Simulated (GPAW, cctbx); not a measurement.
# Bonding in (CdO)1(YN)1 as X-rays see it

Aim: compute the bonding part of the density of (CdO)1(YN)1, find which reflections carry it, and see how it biases an ordinary refinement.

The cell is a (CdO)1(YN)1 superlattice along [001] of the rock-salt type, started at the mean lattice constant and relaxed freely, with no substrate. All numbers below are calculated.

## 1. Find the equilibrium geometry

The density hangs on the geometry, so cell and atoms are relaxed first, with the symmetry held. The cutoff is set higher than for the density because stress converges slowly with plane waves.

Settings: GPAW 26.7.0, PBE, 900 eV, 7×7×5 k-points (along the axes of the calculation cell), Fermi–Dirac width 0.05 eV, BFGS to 0.03 eV/Å.

```text
cell
1.0
     3.422396821    0.000000000    0.000000000
     0.000000000    3.422396821    0.000000000
     0.000000000    0.000000000    4.840000000
Cd O Y N
1 1 1 1
Direct
0.000000000 0.000000000 0.000000000
0.500000000 0.500000000 0.000000000
0.500000000 0.500000000 0.500000000
0.000000000 0.000000000 0.500000000
```

```console
$ OMP_NUM_THREADS=1 mpirun -n 4 gpaw python run.py > gpaw.log
```

```text
BFGS:    0      -25.007147        0.674146
BFGS:    1      -25.014688        0.646109
BFGS:    2      -25.090878        0.191617
BFGS:    3      -25.096429        0.180095
BFGS:    4      -25.097772        0.158561
BFGS:    5      -25.100959        0.062707
BFGS:    6      -25.101803        0.022296
cell  3.5019 3.5019 4.6032  90.00 90.00 90.00
volume 56.452 A^3, largest force 0.000 eV/A, largest stress 0.25 GPa
```

After 6 steps the volume has changed by -0.4 % and the energy by -0.095 eV; the largest stress left is 0.25 GPa. It took 3 min on 4 cores of Arm Neoverse N1 (shared host), peak memory 1 GiB.

Relaxed structure: P4/mmm (no. 123), a = 3.5019 Å, b = 3.5019 Å, c = 4.6032 Å, α = 90.00°, β = 90.00°, γ = 90.00°.

```csv
atom,mult.,x,y,z
Cd1,1,0,0,0
Y1,1,1/2,1/2,1/2
O1,1,1/2,1/2,0
N1,1,0,0,1/2
```

## 2. Density and charge transfer

X-rays see the whole electron density, so the PAW density is rebuilt with its core regions. Subtracting spherical free atoms from the same code cancels the cores and leaves the deformation density Δρ, the part due to bonding.

Settings: PBE, 550 eV, 7×7×6 k-points (along the axes of the calculation cell), Fermi–Dirac width 0.05 eV; primitive cell of 4 atoms.

```console
$ OMP_NUM_THREADS=1 mpirun -n 4 gpaw python run.py > gpaw.log
```

```text
|iter:   1|       0s |  -28.815583 | -0.26 |       |
|iter:   2|       1s |  -27.542183 | -1.74 | -0.88 |
|iter:   3|       2s |  -24.660269 | -0.60 | -0.95 |
...
|iter:   8|       8s |  -24.591608c| -5.17 | -3.07 |
|iter:   9|       9s |  -24.591609c| -6.68 | -3.84 |
|iter:  10|      10s |  -24.591609c| -8.33c| -4.49c|
```

```text
grid (40, 40, 50)  electrons 102.000  moved by bonding 1.201 e
deformation density beyond 0.5 A of the nuclei: max 0.280, min -0.101 e/A^3
atom        x       y       z   Voronoi charge  moment
Cd1    0.0000  0.0000  0.0000      0.566       0.00
Y 2    0.5000  0.5000  0.5000      0.345       0.00
O 3    0.5000  0.5000  0.0000     -0.357       0.00
N 4    0.0000  0.0000  0.5000     -0.555       0.00
mean inner potential of superposed free atoms 21.549 V
total magnetic moment 0.000 muB
```

Deformation density in a plane through the shortest contact of the Cd atom at the origin, in 0.01 e/Å³ (clipped at ±99); x from -1.6 to 3.9 Å, y from 2.4 down to -2.4 Å:

```text
  4   2  13  26   .   .  26  11   2   4   .   .   1   3   8  20
 -2  -1   8  14   7  11  12   5  -3  -1  -1  -1   0  -3   2  11
 -5  -3   0   5   6   6   3  -1  -4  -4   1   2  -3  -4  -2   2
  0  -2  -3  -3  -2  -2  -3  -3  -2   1   4   5   2  -1  -3  -3
  5   0  -5  -8  -5  -6  -7  -3   1   7  13  14   9   3  -2  -6
  7   2  -8  -3   .   5  -7  -5   4   6  13   .   6   6  -2  -9
  3   3  -9  19   .   .   5  -7   5   0   .   .  -5   6  -3  -5
  7   2  -8  -3   .   5  -7  -5   4   6  13   .   6   6  -2  -9
  5   0  -5  -8  -5  -6  -7  -3   1   7  13  14   9   3  -2  -6
  0  -2  -3  -3  -2  -2  -3  -3  -2   1   4   5   2  -1  -3  -3
 -5  -3   0   5   6   6   3  -1  -4  -4   1   2  -3  -4  -2   2
 -2  -1   8  14   7  11  12   5  -3  -1  -1  -1   0  -3   2  11
  4   2  13  26   .   .  26  11   2   4   .   .   1   3   8  20
```

Atoms in or within 0.15 Å of the plane: Cd (0.0, 0.0), N (2.3, 0.0) Å. Dots mark points within about 0.45 Å of a nucleus; large values next to them are atomic features.

N gains most (-0.56 e) and Cd loses most (+0.57 e), which isn't the order of electronegativity: valence and coordination count too, and Voronoi cells cut space at the midplane whatever the atoms' sizes. Such charges fall far short of formal ones, since overlapping free atoms already put density on their neighbours. Along the shortest contact from the Cd atom at the map's origin, Cd–N at 2.30 Å, Δρ is 0.00 e/Å³ at the midpoint; the highest value on the line, +0.19, lies at the edge of the range, 0.5 Å from Cd, and is an atomic rather than a bond feature: little piles up between the atoms. At the midpoints of other shortest contacts it is +0.04 (Y–O, 2.30 Å), -0.02 (Cd–O, 2.48 Å), +0.05 (Y–N, 2.48 Å) and -0.03 (Cd–Y, 3.38 Å) e/Å³. Point values carry grid noise of about 0.01 e/Å³. The run needed 10 iterations, 24 s.

## 3. From the density to structure factors

The Fourier components of Δρ, added to those of the free atoms, give the static X-ray structure factors; the Mott–Bethe relation turns them into the Fourier components V of the potential that fast electrons feel.

```text
static structure factors of the conventional cell: F in electrons, V (Mott-Bethe) in volts
   h  k  l      d  |F| table  |F| free   |F| DFT   change   |V| free  |V| DFT  change %
   0  0  1  4.6032    10.475    10.462    10.107   -0.355     0.795    0.184    -76.8
   1  0  0  3.5019     8.043     8.027     7.935   -0.092     0.027    0.064    139.1
   1  0  1  2.7871    60.845    60.877    60.128   -0.749     7.015    7.488      6.7
   1  1  0  2.4762    79.495    79.376    79.969    0.593    11.264   10.969     -2.6
   0  0  2  2.3016    77.430    77.307    77.915    0.608    10.621   10.360     -2.5
   1  1  1  2.1807     8.844     8.787     8.867    0.080     0.468    0.437     -6.6
   1  0  2  1.9234     6.382     6.352     6.416    0.064     0.495    0.476     -3.9
   2  0  0  1.7510    68.741    68.677    68.798    0.121     8.295    8.265     -0.4
   1  1  2  1.6858    67.441    67.392    67.509    0.117     7.986    7.959     -0.3
   2  0  1  1.6366     7.540     7.466     7.652    0.187     0.551    0.511     -7.4
   2  1  0  1.5661     5.673     5.619     5.484   -0.135     0.474    0.501      5.7
   0  0  3  1.5344     7.202     7.132     7.014   -0.118     0.548    0.571      4.1
   2  1  1  1.4826    49.965    49.960    50.108    0.147     3.934    3.907     -0.7
   1  0  3  1.4054    48.787    48.790    48.978    0.188     3.722    3.692     -0.8
```

The largest X-ray change is -0.75 e on 101, 1.2 % of |F|. For electrons V goes as (Z − F)/g², so a change of F counts against Z − F, which is small at low angle and wherever the atoms' terms cancel: |V| of 001 moves by -76.8 % (0.80 to 0.18 V) against -3.4 % in |F|. These compare absolute values; so weak a component may also change sign. The tabulated Hartree–Fock atoms differ from the free DFT atoms by up to 0.12 e, so the choice of reference atom matters too.

## 4. The functional ladder

The same geometry is run with other functionals, to see whether the bonding signal is larger than the spread between approximations. Free atoms are LDA for LDA and PBE otherwise. Any other changed setting is in the row's label.

```csv
run,ΔF 101 (e),ΔF 002 (e),ΔF 110 (e),q(N) (e),moved (e),time
PBE,-0.749,+0.608,+0.593,-0.555,1.201,24 s
LDA,-0.727,+0.566,+0.547,-0.533,1.150,25 s
RPBE,-0.755,+0.635,+0.622,-0.565,1.244,22 s
```

At the base's settings ΔF(101) spans -0.755 to -0.727 e, a spread of 4 % of the PBE value; over the three listed reflections the spread is at most 13 %, so sign and size hold across the functionals. Times are from shared hosts.

## 5. What a spherical-atom refinement makes of it

Routine crystallography fits spherical atoms. To see the bias, intensities are simulated from tabulated atoms plus the DFT change ΔF, so that bonding alone can misfit (3702 reflections of the full sphere, merged to the counts below, to 0.4 Å, 1 % proportional noise plus counting noise, assumed isotropic U as listed, Δρ smeared by the mean U) and refined with cctbx over different ranges.

```csv
range,data,R1,GooF,U Cd1 (true 0.0058),U Y1 (true 0.0063),U O1 (true 0.0103),U N1 (true 0.0106),largest shift (Å),"Δρ max, min (e/Å³)"
all data,321,0.0040,1.00,0.0058,0.0063,0.0103,0.0107,0.0000,"0.43, -0.34"
"low resolution, d > 0.84",46,0.0042,1.43,0.0058,0.0063,0.0101,0.0111,0.0000,"0.22, -0.14"
"high order, d < 0.75",260,0.0041,0.93,0.0058,0.0063,0.0104,0.0106,0.0000,"0.23, -0.36"
"occupancies free, d > 0.7",73,0.0035,1.22,0.0058,0.0063,0.0115,0.0119,0.0000,"0.23, -0.16"
```

With all data GooF is 1.00, diluted by the many high-angle data; the misfit shows at low resolution; the top residual peak lies 0.00 Å from O and 2.30 Å from Y, on the atom. No U is off by more than 3 s.u. at low resolution. Symmetry fixes every coordinate, so the shifts are zero by construction. With Cd1 held at 1 and the scale free, the other occupancies refine to Y1 0.999(0.001), O1 1.031(0.009) and N1 1.027(0.011), on sites that are all full: they absorb part of the misfit, and only ratios to the fixed site mean anything.

## 6. Answer

Bonding moves 1.20 e in the primitive cell of (CdO)1(YN)1 and changes the structure factors of the conventional cell in the table above by at most 0.75 e (101, 1.2 %), and among reflections above 2 % of the strongest by up to 3.4 % (001). The shortest bond, Cd–N, has Δρ = 0.00 e/Å³ at its midpoint. At the base's settings ΔF(101) spans -0.755 to -0.727 e, a spread of 4 % of the PBE value; over the three listed reflections the spread is at most 13 %, so sign and size hold across the functionals. With all data GooF is 1.00, diluted by the many high-angle data. Limits: static density, frozen cores, no spin–orbit coupling.

[Outputs are excerpts: Python notices, other lines and further rows are left out; steps that failed or that the build refused (PBEsol, TPSS) are not shown.]

[Logs are printed without paths, hosts, clocks, repeated set-up lines and the standing remarks that a program may print on its own settings, such as how far it seeks lower states.]
